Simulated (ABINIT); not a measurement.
**A GW chain in ABINIT: LiCaH3 (R-3c)**

How does a plane-wave GW calculation on LiCaH3 (R-3c) run from the first input to the gap?

Calculated with ABINIT 10.8.3; LDA and many-body steps on it, plane waves.

Most raw output is cut from this account.

## Step 1: Starting point

The structure is trigonal, space group R-3c (No. 167). The conventional cell has a = 5.211 Å, b = 5.211 Å, c = 12.427 Å, α = 90.00°, β = 90.00°, γ = 120.00°. Nearest to Li lie 6 H at 1.85 Å. Nearest to Ca lie 9 H at 2.34 to 2.57 Å. Nearest to H lie 2 Li at 1.85 Å and 3 Ca at 2.34 to 2.57 Å and 4 H at 2.57 Å. Farther neighbours are not listed.

The cell and positions are those that the Materials Project relaxed with its own functionals (PBE, PBE+U or r2SCAN), kept fixed.

## Step 2: Ground state

This step: ABINIT 10.8.3; DFT, LDA, plane waves, norm-conserving pseudopotentials.

The ground-state density comes first.

Contents of run.abi:

```
acell 3*1.0 Angstrom
rprim 
  2.605565885003 1.504324165098 4.142435874900
  -2.605565885003 1.504324165098 4.142435874900
  -0.000000000000 -3.008648330196 4.142435874900
ntypat 3
znucl 3 20 1
natom 10
typat 1 1 2 2 3 3 3 3 3 3
xred 
  0.000000000000 0.000000000000 0.000000000000
  0.500000000000 0.500000000000 0.500000000000
  0.250000000000 0.250000000000 0.250000000000
  0.750000000000 0.750000000000 0.750000000000
  0.698431000000 0.801569000000 0.250000000000
  0.250000000000 0.698431000000 0.801569000000
  0.801569000000 0.250000000000 0.698431000000
  0.750000000000 0.301569000000 0.198431000000
  0.198431000000 0.750000000000 0.301569000000
  0.301569000000 0.198431000000 0.750000000000
pp_dirpath "pseudos"
pseudos "Li.upf, Ca.upf, H.upf"
ecut 33
ngkpt 6 6 6
nshiftk 1
shiftk 0 0 0
kptopt 1
chksymbreak 0
nband 25
occopt 1
tolvrs 1e-10
nstep 60
prtwf 0
optforces 0
optstress 0
indata_prefix "in"
outdata_prefix "out"
tmpdata_prefix "tmp"
```

Command:

```console
> OMP_NUM_THREADS=1 mpirun -n 4 abinit run.abi > log
```

Run time: 82 s. Hardware: 4 MPI ranks of Arm Neoverse N1, shared host; peak memory 0.46 GiB; 5.4 min of CPU time.

This step gave:

```
total energy               : -2591.3672 eV
gap                        : 2.278 eV
k of the valence top       : 0.5, 0.5, 0
k of the conduction bottom : -0.3333, -0.3333, 0.1667
least direct gap           : 2.318 eV
```

The gap is indirect, with the least direct gap 0.04 eV higher.

## Step 3: Bands along the symmetry lines

Levels along a band path, at the cheap level, show where the edges lie and whether the meshes to come will hold them.

Edit run.abi of step 2 so:

```diff
@@ -23,14 +23,45 @@
 ecut 33
-ngkpt 6 6 6
-nshiftk 1
-shiftk 0 0 0
-kptopt 1
-chksymbreak 0
-nband 25
-occopt 1
-tolvrs 1e-10
-nstep 60
+iscf -2
+irdden 1
+kptopt 0
+nkpt 31
+kpt 
+  0.00000000 0.00000000 0.00000000
+  0.12500000 0.12500000 0.12500000
+  0.25000000 0.25000000 0.25000000
+  0.37500000 0.37500000 0.37500000
+  0.50000000 0.50000000 0.50000000
+  0.56135372 0.43864628 0.50000000
+  0.62270744 0.37729256 0.50000000
+  0.68406116 0.31593884 0.50000000
+  0.74541488 0.25458512 0.50000000
+  0.50000000 -0.25458512 0.25458512
+  0.50000000 -0.19093884 0.19093884
+  0.50000000 -0.12729256 0.12729256
+  0.50000000 -0.06364628 0.06364628
+  0.50000000 0.00000000 0.00000000
+  0.37500000 0.00000000 0.00000000
+  0.25000000 0.00000000 0.00000000
+  0.12500000 0.00000000 0.00000000
+  0.00000000 0.00000000 0.00000000
+  0.09432314 -0.09432314 0.00000000
+  0.18864628 -0.18864628 0.00000000
+  0.28296942 -0.28296942 0.00000000
+  0.37729256 -0.37729256 -0.00000000
+  0.62270744 0.00000000 0.37729256
+  0.59203058 0.00000000 0.40796942
+  0.56135372 0.00000000 0.43864628
+  0.53067686 0.00000000 0.46932314
+  0.50000000 0.00000000 0.50000000
+  0.37500000 0.00000000 0.37500000
+  0.25000000 0.00000000 0.25000000
+  0.12500000 0.00000000 0.12500000
+  0.00000000 0.00000000 0.00000000
+istwfk *1
+nband 23
+nbdbuf 2
+tolwfr 1e-08
+nstep 40
 prtwf 0
-optforces 0
-optstress 0
+prtvol 0
 indata_prefix "in"
```

The job ended after 60 s (4 MPI ranks; peak memory 0.37 GiB; 4 min of CPU time).

This step gave:

| Quantity | Value |
| --- | --- |
| gap | 2.201 eV |
| k of the valence top | 0.5, 0, 0.5 |
| k of the conduction bottom | 0.375, 0, 0.375 |
| least direct gap | 2.318 eV |

The gap is 2.201 eV, −0.078 eV from the run before at this level.

Electronic bands along the path, in eV, zero at the top of the highest filled band:

| point | band 13 | band 14 | band 15 | band 16 | band 17 | band 18 | band 19 | band 20 |
| --- | --- | --- | --- | --- | --- | --- | --- | --- |
| Γ | -2.99 | -2.74 | -0.85 | -0.85 | 4.17 | 4.17 | 5.03 | 5.29 |
| halfway | -2.67 | -2.67 | -1.18 | -1.18 | 3.70 | 3.86 | 3.86 | 3.90 |
| T | -1.92 | -1.92 | -1.92 | -1.92 | 3.10 | 3.10 | 3.85 | 3.85 |
| halfway | -2.68 | -2.68 | -1.43 | -1.43 | 3.11 | 3.11 | 3.59 | 3.59 |
| H2 | -3.51 | -3.51 | -1.13 | -1.13 | 2.69 | 2.69 | 3.80 | 3.80 |
| jump to H0 | -3.51 | -3.51 | -1.13 | -1.13 | 2.69 | 2.69 | 3.80 | 3.80 |
| halfway | -2.65 | -2.65 | -1.34 | -1.34 | 3.02 | 3.02 | 3.61 | 3.61 |
| L | -1.96 | -1.96 | -1.72 | -1.72 | 3.02 | 3.02 | 3.69 | 3.69 |
| halfway | -2.68 | -2.46 | -1.18 | -1.10 | 3.38 | 3.81 | 3.85 | 4.28 |
| Γ | -2.99 | -2.74 | -0.85 | -0.85 | 4.17 | 4.17 | 5.03 | 5.29 |
| halfway | -2.99 | -2.17 | -1.54 | -1.02 | 3.16 | 3.63 | 3.65 | 4.15 |
| S0 | -3.81 | -2.41 | -2.06 | -0.54 | 2.44 | 2.90 | 3.61 | 4.14 |
| jump to S2 | -3.81 | -2.41 | -2.06 | -0.54 | 2.44 | 2.90 | 3.61 | 4.14 |
| halfway | -3.32 | -2.55 | -2.43 | -0.13 | 2.26 | 2.80 | 3.53 | 3.77 |
| F | -2.86 | -2.80 | -2.60 | 0.00 | 2.32 | 2.76 | 3.41 | 3.50 |
| halfway | -2.90 | -2.68 | -1.97 | -0.44 | 2.70 | 3.98 | 4.02 | 4.23 |
| Γ | -2.99 | -2.74 | -0.85 | -0.85 | 4.17 | 4.17 | 5.03 | 5.29 |

## Step 4: Empty states on the mesh, 2×2×2 mesh, 88 bands

The sums over transitions need many empty states on a uniform mesh; this step solves for them.

Contents of run.abi:

```
acell 3*1.0 Angstrom
rprim 
  2.605565885003 1.504324165098 4.142435874900
  -2.605565885003 1.504324165098 4.142435874900
  -0.000000000000 -3.008648330196 4.142435874900
ntypat 3
znucl 3 20 1
natom 10
typat 1 1 2 2 3 3 3 3 3 3
xred 
  0.000000000000 0.000000000000 0.000000000000
  0.500000000000 0.500000000000 0.500000000000
  0.250000000000 0.250000000000 0.250000000000
  0.750000000000 0.750000000000 0.750000000000
  0.698431000000 0.801569000000 0.250000000000
  0.250000000000 0.698431000000 0.801569000000
  0.801569000000 0.250000000000 0.698431000000
  0.750000000000 0.301569000000 0.198431000000
  0.198431000000 0.750000000000 0.301569000000
  0.301569000000 0.198431000000 0.750000000000
pp_dirpath "pseudos"
pseudos "Li.upf, Ca.upf, H.upf"
ecut 33
ngkpt 2 2 2
nshiftk 1
shiftk 0 0 0
kptopt 1
chksymbreak 0
iscf -2
irdden 1
istwfk *1
nband 88
nbdbuf 8
tolwfr 1e-09
nstep 60
prtvol 0
indata_prefix "in"
outdata_prefix "out"
tmpdata_prefix "tmp"
```

The job ended after 32 s (4 MPI ranks; peak memory 0.36 GiB; 2.1 min of CPU time).

This step gave:

* gap: 2.318 eV
* k of the valence top: 0.5, 0.5, 0
* k of the conduction bottom: 0.5, 0.5, 0
* least direct gap: 2.318 eV
* k points computed: 4
* lowest point of the top converged band, above the valence top: 35.83 eV

On this mesh the gap is 2.318 eV. The earlier step found 2.278 eV, so this mesh misses an edge.

## Step 5: Screening, 2×2×2 mesh, 80 bands, screening to 106.1 eV

The RPA dielectric matrix is built and inverted for each q.

This step: RPA screening on LDA, plane waves, norm-conserving pseudopotentials.

Edit run.abi of step 4 so:

```diff
@@ -28,10 +28,11 @@
 chksymbreak 0
-iscf -2
-irdden 1
 istwfk *1
-nband 88
-nbdbuf 8
-tolwfr 1e-09
-nstep 60
-prtvol 0
+occopt 1
+irdwfk 1
+optdriver 3
+nband 80
+ecuteps 3.9
+inclvkb 2
+awtr 1
+symchi 1
 indata_prefix "in"
```

The job ended after 17 s (4 MPI ranks; peak memory 0.87 GiB; 69 s of CPU time).

This step gave:

* ε∞ with local fields, on this mesh, along the program's q direction: 5.946
* the same without local fields: 6.577
* plasma frequency: 21.28 eV
* plane waves in the screening matrix: 259

Local fields lower ε∞ by 10 %. On a Γ-centred mesh this coarse the value itself is usually too large, while a short band sum pulls it down.

## Step 6: Self-energy, 2×2×2 mesh, 80 bands, screening to 106.1 eV

The self-energy is evaluated for the states that the input lists, and the levels follow from it, in one-shot runs by the linearised quasiparticle equation.

This step: G0W0 on LDA, plane waves, norm-conserving pseudopotentials.

Edit run.abi of step 5 so:

```diff
@@ -31,8 +31,17 @@
 irdwfk 1
-optdriver 3
+optdriver 4
 nband 80
+gwcalctyp 0
+ecutsigx 33
+symsigma 1
+nkptgw 2
+kptgw 
+  0.5000000000 0.5000000000 0.0000000000
+  0.0000000000 0.0000000000 0.0000000000
+bdgw 
+  15 18
+  15 18
 ecuteps 3.9
-inclvkb 2
-awtr 1
-symchi 1
+irdscr 1
+ppmodel 1
 indata_prefix "in"
```

The job ended after 9.3 s (4 MPI ranks; peak memory 0.69 GiB; 37 s of CPU time).

This step gave:

| Property | Result |
| --- | --- |
| G0W0 gap on the points computed | 3.743 eV |
| starting gap on the mesh | 2.318 eV |
| k of the valence top | 0.5, 0.5, 0 |
| k of the conduction bottom | 0.5, 0.5, 0 |
| Z at the valence top | 0.789 |
| Z at the conduction bottom | 0.805 |
| least direct G0W0 gap on the computed points | 3.743 eV |

The gap on the mesh goes from 2.32 eV to 3.74 eV, a correction of +1.43 eV. The start differs from the 2.28 eV found before because the two sample other k points.

Limits: finite bands, cutoff and mesh; coarse k mesh. v1 is the top filled band, c1 the lowest empty one. The levels before and after the correction (eV, zero at the valence-band top of each column):

|  | conduction bottom | valence top |
| --- | --- | --- |
| Kohn-Sham | 2.32 | 0.00 |
| G0W0 | 3.74 | 0.00 |

|  | level | energy (eV) |
| --- | --- | --- |
| Kohn-Sham | (0.5 0.5 0) v2 | -2.598 |
| Kohn-Sham | (0.5 0.5 0) v1 | 0.000 |
| Kohn-Sham | (0.5 0.5 0) c1 | 2.318 |
| Kohn-Sham | (0.5 0.5 0) c2 | 2.761 |
| G0W0 | (0.5 0.5 0) v2 | -2.951 |
| G0W0 | (0.5 0.5 0) v1 | 0.000 |
| G0W0 | (0.5 0.5 0) c1 | 3.743 |
| G0W0 | (0.5 0.5 0) c2 | 4.885 |

## Step 7: Where the time went

Times are wall times on 4 MPI ranks of Arm Neoverse N1, shared host, good to a factor of about two.

| step | time | share | memory (GiB) |
| --- | --- | --- | --- |
| ground state | 82 s | 41 % | 0.46 |
| bands along the symmetry lines | 60 s | 30 % | 0.37 |
| empty states on the mesh | 32 s | 16 % | 0.36 |
| screening | 17 s | 9 % | 0.87 |
| self-energy | 9.3 s | 5 % | 0.69 |

## Step 8: What came out

```yaml
lda_gap: 2.20 eV, indirect
g0w0_gap_on_the_mesh: 3.74 eV
g0w0_gap_over_the_zone_rigid_shift: 3.63 eV
gw_settings: 2×2×2 mesh, 80 bands, screening to 106.1 eV, Godby-Needs plasmon pole
known_limits: not at the basis limit; coarse k mesh
```

In words: G0W0 moves the gap on the mesh from 2.32 eV to 3.74 eV (+1.43 eV), with Z of 0.79 and 0.81 at the edges. The mesh misses the band edges by 0.12 eV in all; a rigid shift gives 3.63 eV for the zone. Local fields lower the RPA ε∞ on this mesh from 6.58 to 5.95; a Γ-centred mesh this coarse tends to raise both, most where the direct gap is narrow, while a short band sum lowers them. Only 2 of the mesh's irreducible points were corrected, so a valley elsewhere could overtake. Bands and cutoff are finite, so the gap is not at the basis limit. The miss can reach some tenths of an eV and take either sign; the mesh is an error of its own. In the G0W0 run levels were corrected at 2 k points alone, so a gap called «on the mesh» is the least over those, and an edge elsewhere would be missed. A denser mesh or path gives a starting gap of 2.20 eV: the GW mesh misses a band edge, so its gaps are not the fundamental one. The 2×2×2 mesh is coarse for this cell, which bears on the long-range parts of exchange and screening.

[Paths, hosts, dates, memory and timing lines, banners, echoed tables and standing remarks are left out of the program output.]

[Logs are printed without paths, hosts, clocks, repeated set-up lines and the standing remarks that a program may print on its own settings, such as how far it seeks lower states.]

[Runs of the session that timed out or met a known fault of the program may be left out.]

[Hosts, paths, dates, database ids (printed as entryN), source tags and the programs' standing remarks are cut or masked in the printed files.]

[G0W0 gaps are taken among the corrected bands and points alone; a level outside them can change the order at an edge.]

[Where Ansatz stands beside ABINIT at settings called matched, ABINIT's density can come from a denser mesh and the files from another edition; pairs whose starting gaps differed by over 0.03 eV were left out, so agreement reads better than it is.]
